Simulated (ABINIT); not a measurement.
## SiC (F-43m): G0W0 in ABINIT against the bands in the screening

How does the gap of SiC (F-43m) converge in the bands in the screening?

Program: ABINIT 10.8.3. Level of theory: PBE and many-body steps on it, plane waves. Results are calculated unless marked as measured.

## (1) The structure

Symmetry: F-43m, No. 216, cubic system. Conventional cell: a = 4.358 Å, b = 4.358 Å, c = 4.358 Å, α = 90.00°, β = 90.00°, γ = 90.00°. Nearest to Si lie 4 C at 1.89 Å. Nearest to C lie 4 Si at 1.89 Å. Farther neighbours are not listed.

The cell and positions come from the Crystallography Open Database and are kept as given unless a step says otherwise.

## (2) Screening, 6×6×6 mesh, 12 bands, screening to 130.6 eV

This step: ABINIT 10.8.3; RPA screening on PBE, plane waves, norm-conserving pseudopotentials.

The RPA dielectric matrix is built and inverted for each q.

Input file run.abi:

```
acell 3*1.0 Angstrom
rprim 
  -0.000000000000 2.179000000000 2.179000000000
  2.179000000000 -0.000000000000 2.179000000000
  2.179000000000 2.179000000000 -0.000000000000
ntypat 2
znucl 14 6
natom 2
typat 1 2
xred 
  0.000000000000 0.000000000000 0.000000000000
  0.250000000000 0.250000000000 0.250000000000
pp_dirpath "pseudos"
pseudos "Si.upf, C.upf"
ecut 37
ngkpt 6 6 6
nshiftk 1
shiftk 0 0 0
kptopt 1
chksymbreak 0
istwfk *1
occopt 1
irdwfk 1
optdriver 3
nband 12
ecuteps 4.8
inclvkb 2
awtr 1
symchi 1
indata_prefix "in"
outdata_prefix "out"
tmpdata_prefix "tmp"
```

Run with:

```console
$ OMP_NUM_THREADS=1 mpirun -n 4 abinit run.abi > log
```

The program printed:

```text
.Version 10.8.3 of ABINIT. v10.8.2 released Aug 2026.

 Symmetries : space group F-4 3 m (#216); Bravais cF (face-center cubic)
[... echo of the input left out ...]
== DATASET  1 ==================================================================
-   mpi_nproc: 4, omp_nthreads: 1 (-1 if OMP is not activated)

--- !DatasetInfo
iteration_state: {dtset: 1, }
dimensions: {natom: 2, nkpt: 16, mband: 12, nsppol: 1, nspinor: 1, nspden: 1, mpw: 1524, }
cutoff_energies: {ecut:  37.0, pawecutdg:  -1.0, }
electrons: {nelect:   8.00000000E+00, charge:   0.00000000E+00, occopt:   1.00000000E+00, tsmear:   1.00000000E-02, }

 SCREENING: Calculation of the susceptibility and dielectric matrices

 Based on a program developped by R.W. Godby, V. Olevano, G. Onida, and L. Reining.
 Incorporated in ABINIT by V. Olevano, G.-M. Rignanese, and M. Torrent.
.Using double precision arithmetic ; gwpc =  8

[... cell and pseudopotentials left out ...]
--------------------------------------------------------------------------------

 ==== K-mesh for the wavefunctions ====
 Number of points in the irreducible wedge :    16
[... list of points left out ...]
 Together with 24 symmetry operations and time-reversal symmetry
 yields   216 points in the full Brillouin Zone.

 ==== Q-mesh for the screening function ====
 Number of points in the irreducible wedge :    16
[... list of points left out ...]
 Together with 24 symmetry operations and time-reversal symmetry
 yields   216 points in the full Brillouin Zone.

 setmesh: FFT mesh size selected  =    24x   24x   24
          total number of points  =        13824

 vcoul_init : cutoff-mode = AUXILIARY_FUNCTION
 q-points for optical limit:   1
     1)      0.000010    0.000020    0.000030

- screening: taking advantage of time-reversal symmetry
- Maximum band index for partially occupied states nbvw = 4
- Remaining bands to be divided among processors   nbcw = 8
- Number of bands treated by each node ~2

 Number of electrons calculated from density =    8.0000; Expected =    8.0000
 average of density, n =  0.057292
 r_s =    1.6092
 omega_plasma =   23.0888 [eV]

 calculating chi0 at frequencies [eV] :
  1    0.000000E+00    0.000000E+00
  2    0.000000E+00    2.308880E+01

--------------------------------------------------------------------------------
  q-point number  1        q = ( 0.000000, 0.000000, 0.000000) [r.l.u.]
--------------------------------------------------------------------------------
[... chi0 elements left out ...]
 For q-point:  0.000010 0.000020 0.000030
  dielectric constant =   7.0614
  dielectric constant without local fields =   7.6977

  Average fulfillment of the sum rule on Im[epsilon] for q-point    1 :     20.39  [%]
[... wings left out ...]
  q-point number  2        q = ( 0.166667, 0.000000, 0.000000) [r.l.u.]
--------------------------------------------------------------------------------
[... chi0 elements left out ...]
  Average fulfillment of the sum rule on Im[epsilon] for q-point    2 :     72.89  [%]

 [... 14 further q-points ...]
```

It took 3.6 s on 4 MPI ranks of Arm Neoverse V2, shared host; peak memory 0.39 GiB; 14 s of CPU time.

This step gave:

```
ε∞ with local fields, on this mesh, along the program's q direction : 7.061
the same without local fields                                       : 7.698
plasma frequency                                                    : 23.09 eV
plane waves in the screening matrix                                 : 65
```

Local fields lower ε∞ by 8 %.

## (3) 12 bands

The self-energy is evaluated for the states that the input lists, and the levels follow from it, in one-shot runs by the linearised quasiparticle equation.

This step: G0W0 on PBE, plane waves, norm-conserving pseudopotentials.

Edit run.abi of step 2 so:

```diff
@@ -23,8 +23,17 @@
 irdwfk 1
-optdriver 3
-nband 12
+optdriver 4
+nband 19
+gwcalctyp 0
+ecutsigx 37
+symsigma 1
+nkptgw 2
+kptgw 
+  0.0000000000 0.0000000000 0.0000000000
+  0.5000000000 0.5000000000 0.0000000000
+bdgw 
+  2 8
+  3 6
 ecuteps 4.8
-inclvkb 2
-awtr 1
-symchi 1
+irdscr 1
+ppmodel 1
 indata_prefix "in"
```

The program printed:

```text
.Version 10.8.3 of ABINIT. v10.8.2 released Aug 2026.

 Symmetries : space group F-4 3 m (#216); Bravais cF (face-center cubic)
[... echo of the input left out ...]
== DATASET  1 ==================================================================
-   mpi_nproc: 4, omp_nthreads: 1 (-1 if OMP is not activated)

--- !DatasetInfo
iteration_state: {dtset: 1, }
dimensions: {natom: 2, nkpt: 16, mband: 19, nsppol: 1, nspinor: 1, nspden: 1, mpw: 1524, }
cutoff_energies: {ecut:  37.0, pawecutdg:  -1.0, }
electrons: {nelect:   8.00000000E+00, charge:   0.00000000E+00, occopt:   1.00000000E+00, tsmear:   1.00000000E-02, }

 SIGMA: Calculation of the GW corrections

 Based on a program developped by R.W. Godby, V. Olevano, G. Onida, and L. Reining.
 Incorporated in ABINIT by V. Olevano, G.-M. Rignanese, and M. Torrent.
.Using double precision arithmetic ; gwpc =  8

[... cell and pseudopotentials left out ...]
--------------------------------------------------------------------------------

 ==== K-mesh for the wavefunctions ====
 Number of points in the irreducible wedge :    16
[... list of points left out ...]
 Together with 24 symmetry operations and time-reversal symmetry
 yields   216 points in the full Brillouin Zone.

 ==== Q-mesh for screening function ====
 Number of points in the irreducible wedge :    16
[... list of points left out ...]
 Together with 24 symmetry operations and time-reversal symmetry
 yields   216 points in the full Brillouin Zone.

 vcoul_init : cutoff-mode = AUXILIARY_FUNCTION
 q-points for optical limit:   1
     1)      0.000010    0.000020    0.000030
 setmesh: FFT mesh size selected  =    32x   32x   32
          total number of points  =        32768

 Number of electrons calculated from density =    8.0000; Expected =    8.0000
 average of density, n =  0.057292
 r_s =    1.6092
 omega_plasma =   23.0888 [eV]

 === KS Band Gaps ===
  >>>> For spin  1
   Minimum direct gap =   4.5530 [eV], located at k-point      :   0.5000  0.5000  0.0000
   Fundamental gap    =   1.3613 [eV], Top of valence bands at :   0.0000  0.0000  0.0000
                                       Bottom of conduction at :   0.5000  0.5000  0.0000
 SIGMA fundamental parameters:
 PLASMON POLE MODEL  1
 number of plane-waves for SigmaX                 1459
 number of plane-waves for SigmaC and W             65
 number of plane-waves for wavefunctions          1459
 number of bands                                    19
 number of independent spin polarizations            1
 number of spinorial components                      1
 number of k-points in IBZ                          16
 number of q-points in IBZ                          16
 number of symmetry operations                      24
 number of k-points in BZ                          216
 number of q-points in BZ                          216
 number of frequencies for dSigma/dE                 9
 frequency step for dSigma/dE [eV]                0.25
 number of omega for Sigma on real axis              0
 max omega for Sigma on real axis  [eV]           0.00
 zcut for avoiding poles [eV]                     0.10

 EPSILON^-1 parameters (SCR file):
 dimension of the eps^-1 matrix on file             65
 dimension of the eps^-1 matrix used                65
 number of plane-waves for wavefunctions          1459
 number of bands                                    12
 number of q-points in IBZ                          16
 number of frequencies                               2
 number of real frequencies                          1
 number of imag frequencies                          1

 matrix elements of self-energy operator (all in [eV])

 Perturbative Calculation

--- !SelfEnergy_ee
iteration_state: {dtset: 1, }
kpoint     : [   0.000,    0.000,    0.000, ]
spin       : 1
KS_gap     :    6.223
QP_gap     :    7.137
Delta_QP_KS:    0.913
data: !SigmaeeData |
     Band     E0 <VxcDFT>   SigX SigC(E0)      Z dSigC/dE  Sig(E)    E-E0       E
        2   6.835 -14.930 -17.579   2.853   0.798  -0.254 -14.767   0.162   6.997
        3   6.835 -14.930 -17.579   2.853   0.798  -0.254 -14.767   0.162   6.997
        4   6.835 -14.930 -17.579   2.853   0.798  -0.254 -14.767   0.162   6.997
        5  13.058 -13.213  -7.543  -4.314   0.793  -0.260 -12.137   1.076  14.134
        6  14.146 -11.327  -5.827  -4.164   0.811  -0.233 -10.242   1.084  15.231
        7  14.146 -11.327  -5.827  -4.164   0.811  -0.233 -10.242   1.084  15.231
        8  14.146 -11.327  -5.827  -4.164   0.811  -0.233 -10.242   1.084  15.231

--- !SelfEnergy_ee
iteration_state: {dtset: 1, }
kpoint     : [   0.500,    0.500,    0.000, ]
spin       : 1
KS_gap     :    4.553
QP_gap     :    5.572
Delta_QP_KS:    1.019
data: !SigmaeeData |
     Band     E0 <VxcDFT>   SigX SigC(E0)      Z dSigC/dE  Sig(E)    E-E0       E
        3   3.643 -13.567 -17.441   3.542   0.785  -0.274 -13.827  -0.260   3.384
        4   3.643 -13.567 -17.441   3.542   0.785  -0.274 -13.827  -0.260   3.384
        5   8.196 -10.505  -6.372  -3.213   0.825  -0.213  -9.746   0.759   8.956
        6  11.168 -10.770  -5.961  -3.586   0.829  -0.206  -9.756   1.014  12.182

== END DATASET(S) ==============================================================
================================================================================

 -outvars: echo values of variables after computation  --------
           etotal      0.0000000000E+00
            nband          19
             nkpt          16
          spgroup         216
 [... the other variables as echoed above ...]

 Calculation completed.
```

Wall time 2.1 s (4 MPI ranks); peak memory 0.12 GiB; 8.2 s of CPU time.

Numbers from this step:

```
G0W0 gap on the points computed              : 1.959 eV
starting gap on the mesh                     : 1.361 eV
k of the valence top                         : 0, 0, 0
k of the conduction bottom                   : 0.5, 0.5, 0
Z at the valence top                         : 0.798
Z at the conduction bottom                   : 0.825
least direct G0W0 gap on the computed points : 5.572 eV
```

The gap on the mesh goes from 1.36 eV to 1.96 eV, a correction of +0.60 eV.

## (4) Screening, 6×6×6 mesh, 19 bands, screening to 130.6 eV

This step: RPA screening on PBE, plane waves, norm-conserving pseudopotentials.

Edit run.abi of step 3 so:

```diff
@@ -23,17 +23,8 @@
 irdwfk 1
-optdriver 4
+optdriver 3
 nband 19
-gwcalctyp 0
-ecutsigx 37
-symsigma 1
-nkptgw 2
-kptgw 
-  0.0000000000 0.0000000000 0.0000000000
-  0.5000000000 0.5000000000 0.0000000000
-bdgw 
-  2 8
-  3 6
 ecuteps 4.8
-irdscr 1
-ppmodel 1
+inclvkb 2
+awtr 1
+symchi 1
 indata_prefix "in"
```

The program printed:

```text
.Version 10.8.3 of ABINIT. v10.8.2 released Aug 2026.

 Symmetries : space group F-4 3 m (#216); Bravais cF (face-center cubic)
[... echo of the input left out ...]
== DATASET  1 ==================================================================
-   mpi_nproc: 4, omp_nthreads: 1 (-1 if OMP is not activated)

--- !DatasetInfo
iteration_state: {dtset: 1, }
dimensions: {natom: 2, nkpt: 16, mband: 19, nsppol: 1, nspinor: 1, nspden: 1, mpw: 1524, }
cutoff_energies: {ecut:  37.0, pawecutdg:  -1.0, }
electrons: {nelect:   8.00000000E+00, charge:   0.00000000E+00, occopt:   1.00000000E+00, tsmear:   1.00000000E-02, }

 SCREENING: Calculation of the susceptibility and dielectric matrices

 Based on a program developped by R.W. Godby, V. Olevano, G. Onida, and L. Reining.
 Incorporated in ABINIT by V. Olevano, G.-M. Rignanese, and M. Torrent.
.Using double precision arithmetic ; gwpc =  8

[... cell and pseudopotentials left out ...]
--------------------------------------------------------------------------------

 ==== K-mesh for the wavefunctions ====
 Number of points in the irreducible wedge :    16
[... list of points left out ...]
 Together with 24 symmetry operations and time-reversal symmetry
 yields   216 points in the full Brillouin Zone.

 ==== Q-mesh for the screening function ====
 Number of points in the irreducible wedge :    16
[... list of points left out ...]
 Together with 24 symmetry operations and time-reversal symmetry
 yields   216 points in the full Brillouin Zone.

 setmesh: FFT mesh size selected  =    24x   24x   24
          total number of points  =        13824

 vcoul_init : cutoff-mode = AUXILIARY_FUNCTION
 q-points for optical limit:   1
     1)      0.000010    0.000020    0.000030

- screening: taking advantage of time-reversal symmetry
- Maximum band index for partially occupied states nbvw = 4
- Remaining bands to be divided among processors   nbcw = 15
- Number of bands treated by each node ~3

 Number of electrons calculated from density =    8.0000; Expected =    8.0000
 average of density, n =  0.057292
 r_s =    1.6092
 omega_plasma =   23.0888 [eV]

 calculating chi0 at frequencies [eV] :
  1    0.000000E+00    0.000000E+00
  2    0.000000E+00    2.308880E+01

--------------------------------------------------------------------------------
  q-point number  1        q = ( 0.000000, 0.000000, 0.000000) [r.l.u.]
--------------------------------------------------------------------------------
[... chi0 elements left out ...]
 For q-point:  0.000010 0.000020 0.000030
  dielectric constant =   7.0761
  dielectric constant without local fields =   7.7285

  Average fulfillment of the sum rule on Im[epsilon] for q-point    1 :     39.73  [%]
[... wings left out ...]
  q-point number  2        q = ( 0.166667, 0.000000, 0.000000) [r.l.u.]
--------------------------------------------------------------------------------
[... chi0 elements left out ...]
  Average fulfillment of the sum rule on Im[epsilon] for q-point    2 :     80.25  [%]

 [... 14 further q-points ...]
```

Elapsed: 5.6 s, on 4 MPI ranks; peak memory 0.43 GiB; 22 s of CPU time.

Numbers from this step:

| Quantity | Value |
| --- | --- |
| ε∞ with local fields, on this mesh, along the program's q direction | 7.076 |
| the same without local fields | 7.729 |
| plasma frequency | 23.09 eV |
| plane waves in the screening matrix | 65 |

(Continued in part 2 of 2.)

[Paths, hosts, dates, memory and timing lines, banners, echoed tables and standing remarks are left out of the program output.]

[Logs are printed without paths, hosts, clocks, repeated set-up lines and the standing remarks that a program may print on its own settings, such as how far it seeks lower states.]

[Runs of the session that timed out or met a known fault of the program may be left out.]

[No measured gap is set beside runs whose start may be inverted or whose files or cutoffs have a known fault.]

[Hosts, paths, dates, database ids (printed as entryN), source tags and the programs' standing remarks are cut or masked in the printed files.]

[G0W0 gaps are taken among the corrected bands and points alone; a level outside them can change the order at an edge.]

[Where Ansatz stands beside ABINIT at settings called matched, ABINIT's density can come from a denser mesh and the files from another edition; pairs whose starting gaps differed by over 0.03 eV were left out, so agreement reads better than it is.]
